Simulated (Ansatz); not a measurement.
**A failed many-body run on InSe (R3m)**

What is wrong with this input for InSe (R3m)?

Method: G0W0 on r2SCAN, plane waves, PAW, in Ansatz 0.2.0.

## (1) Starting point

The structure is trigonal, space group R3m (No. 160). The conventional cell has a = 4.000 Å, b = 4.000 Å, c = 24.950 Å, α = 90.00°, β = 90.00°, γ = 120.00°. Nearest to In lie 3 Se at 2.64 Å and 1 In at 2.80 Å. Nearest to Se lie 3 In at 2.64 Å. Nearest to Se lie 3 In at 2.64 Å. Farther neighbours and most contacts between anions are not listed.

The cell and positions come from the Crystallography Open Database and are kept as given unless a step says otherwise. The default PAW set here is soft_2. Its files were made with PBE.

## (2) First try

The input, input.yaml:

```yaml
crystal:
  lattice:
    - [2.0, 1.1547005384, 8.3166666667]
    - [-2.0, 1.1547005384, 8.3166666667]
    - [0.0, -2.3094010768, 8.3166666667]
  atoms:
    - { symbol: In, position: [0.0, 0.0, 0.0] }
    - { symbol: In, position: [0.1122, 0.1122, 0.1122] }
    - { symbol: Se, position: [0.6155, 0.6155, 0.6155] }
    - { symbol: Se, position: [0.83, 0.83, 0.83] }
kpoints:
  mp_grid: { grid: [4, 4, 4] }
hamiltonian:
  xc: r2scan
scf:
  occupations: { method: fixed }
gw:
  n_empty_bands: 100000
  ecut_chi: 80
  qp_bands: [v2, c2]
  qp_kpoints: band_edges
  screening: { model: contour_deformation }
```

Command:

```console
ansatz run input.yaml --threads 3 --pin off --max-ram 92160MiB --backend cpu --events-out ev --progress --plain --runs-dir out
```

Numbers of over 12 decimals in the logs are rounded to 6 here.

Log:

```text
Error: inconsistent input (gw.n_empty_bands, basis.ecutwfc): the count of 100029 bands up to the last of gw.n_empty_bands exceeds the smallest per-k basis n_pw = 2917 of the GW NSCF pass (the SCF k-mesh) (at k = [0.000000, 0.250000, 0.250000] in reciprocal lattice vectors) — raise basis.ecutwfc, or ask for fewer bands where the run can do with them
```

Wall time 0.17 s (3 threads of AMD EPYC 7R13 (Zen 3), shared host); peak memory 0.099 GiB.

**Diagnosis.**

The input was rejected at the start.

The program's message: “Error: inconsistent input (gw.n_empty_bands, basis.ecutwfc): the count of 100029 bands up to the last of gw.n_empty_bands exceeds the smallest per-k basis n_pw = 2917 of the GW NSCF pass (the SCF k-me …”

The fault: more bands than plane waves. A basis holds no more bands than it has plane waves.

## (3) A better input

G0W0 replaces the xc potential by the self-energy, built once from these orbitals. Only a window of levels is corrected, while the sums run over the empty bands that the input names.

Changes to input.yaml since step 2:

```diff
@@ -17,4 +17,4 @@
 gw:
-  n_empty_bands: 100000
-  ecut_chi: 80
+  n_empty_bands: 480
+  ecut_chi: 150
   qp_bands: [v2, c2]
```

Command:

```console
ansatz run input.yaml --threads 3 --pin off --max-ram 92160MiB --backend cuda --events-out ev --progress --plain --runs-dir out --devices 1 --max-vram 13GiB
```

Log:

```text
GPUs: using 1 of 1 available (devices: 1).
[...]
device memory: the entry about to start is reckoned to put 3.8 GiB on a device that reports 50.8 GiB free (of which the cap on the GPU budget leaves the run 13.0 GiB)
GPU FFT provider: cuFFT
GPU libraries: cuBLAS 13.8.2, cuFFT 12.4.0, cuSOLVER 12.3.4
Crystal: 4 atoms, lattice volume = 115.239 Å³
Basis set: ecut = 500 eV, 2947 PW (Γ), exchange–correlation on 256×256×256 points (64 copies of the dense FFT grid, shifted against one another)
Bands: 35, of which v1, the nominal top of the filled ones, is band 29 counted from 1 (28 counted from 0)
Symmetry: 6 space group operations
[...]
k-points: 13 of 64 (time reversal used)
[...]
GPU buffer pool allocated for 262144 grid points (all kernels)
GPU transforms: local potential and band sums: pruned to the plane-wave sphere, on 64×64×64
[...]
2    28      4.9602   -17.2612     1.9234   -14.8125  0.7496     4.4242     4.4350  root
     2    29      5.5381   -15.6663     1.3932   -13.7344  0.7615     4.9889     4.9994  root
     2    30      8.6967    -7.7650    -3.4446   -11.2166  0.7979     8.7037     8.7037  root
     2    31      9.5902    -9.6654    -3.9058   -13.7165  0.7804     9.7360     9.7354  root
     3    28      5.5541   -17.8869     1.7693   -15.6151  0.7570     5.0431     5.0517  root
     3    29      6.4359   -16.0662     1.1515   -14.4032  0.7691     5.9160     5.9243  root
     3    30      9.3994    -9.3632    -3.7670   -13.2453  0.7895     9.5147     9.5144  root
     3    31      9.7898    -8.0911    -3.8592   -12.0357  0.7867     9.8753     9.8751  root
[...]
12    28      6.0794   -18.3155     1.6548   -16.1868  0.7612     5.5987     5.6055  root
    12    29      7.2987   -16.3246     0.7506   -15.1216  0.7765     6.8420     6.8463  root
    12    30      8.1124   -10.2526    -3.4166   -13.7012  0.7982     8.1444     8.1444  root
    12    31      9.9053    -8.0969    -4.0914   -12.2493  0.7909     9.9663     9.9663  root
[key lines of the parts left out:]
SCF converged after 7 iterations
Free energy (F): -22182.516963 eV
Fermi energy:    7.298662 eV
```

Run time: 80 s. Hardware: 1 × NVIDIA H100 80GB HBM3 (shared by 6 runs) with 3 threads; peak memory 2.6 GiB; 2.2 min of CPU time.

In the SCF lines HF is the Harris–Foulkes energy and dr2 the Hartree energy of the density residual, in eV; the loop may stop once dr2 is under the threshold and the program's other checks hold. Hψ counts applications of the Hamiltonian.

Numbers from this step:

```
bands summed                                 : 509
RPA ε∞ on this mesh (eigenvalues)            : 8.108, 8.108, 12.29
plane waves in the screening matrix          : 473
q-points in the mesh                         : 64
G0W0 gap on the mesh                         : 1.298 eV
k of the valence top                         : -0.5, -0.5, -0.5
k of the conduction bottom                   : -0.5, -0.5, -0.5
starting gap on the mesh                     : 0.8137 eV
Z at the valence top                         : 0.7765
Z at the conduction bottom                   : 0.7982
least direct G0W0 gap on the computed points : 1.298 eV
```

The gap on the mesh goes from 0.81 eV to 1.30 eV, a correction of +0.48 eV. Between the two edge states, bare exchange in place of the xc potential would open the gap by 4.65 eV, and correlation takes back 4.17 eV.

## (4) Summary of results

```
first try  : refused after 0.17 s
better run : G0W0 gap on the mesh 1.30 eV (4×4×4 mesh, 480 empty bands, screening to 150 eV)
```

The second run differs in: empty bands and screening cutoff (eV). Bands and cutoff are finite, so the gap is not at the basis limit. The miss can reach some tenths of an eV and take either sign; the mesh is an error of its own. The many-body steps are scalar-relativistic: spin-orbit coupling is not in them.

[Paths, hosts, dates, memory and timing lines, banners, echoed tables and standing remarks are left out of the program output.]

[Logs are printed without paths, hosts, clocks, repeated set-up lines and the standing remarks that a program may print on its own settings, such as how far it seeks lower states.]

[Runs of the session that timed out or met a known fault of the program may be left out.]

[Cells called generated may have been cut or substituted from an entry of the Crystallography Open Database or the Materials Project.]

[Hosts, paths, dates, database ids (printed as entryN), source tags and the programs' standing remarks are cut or masked in the printed files.]
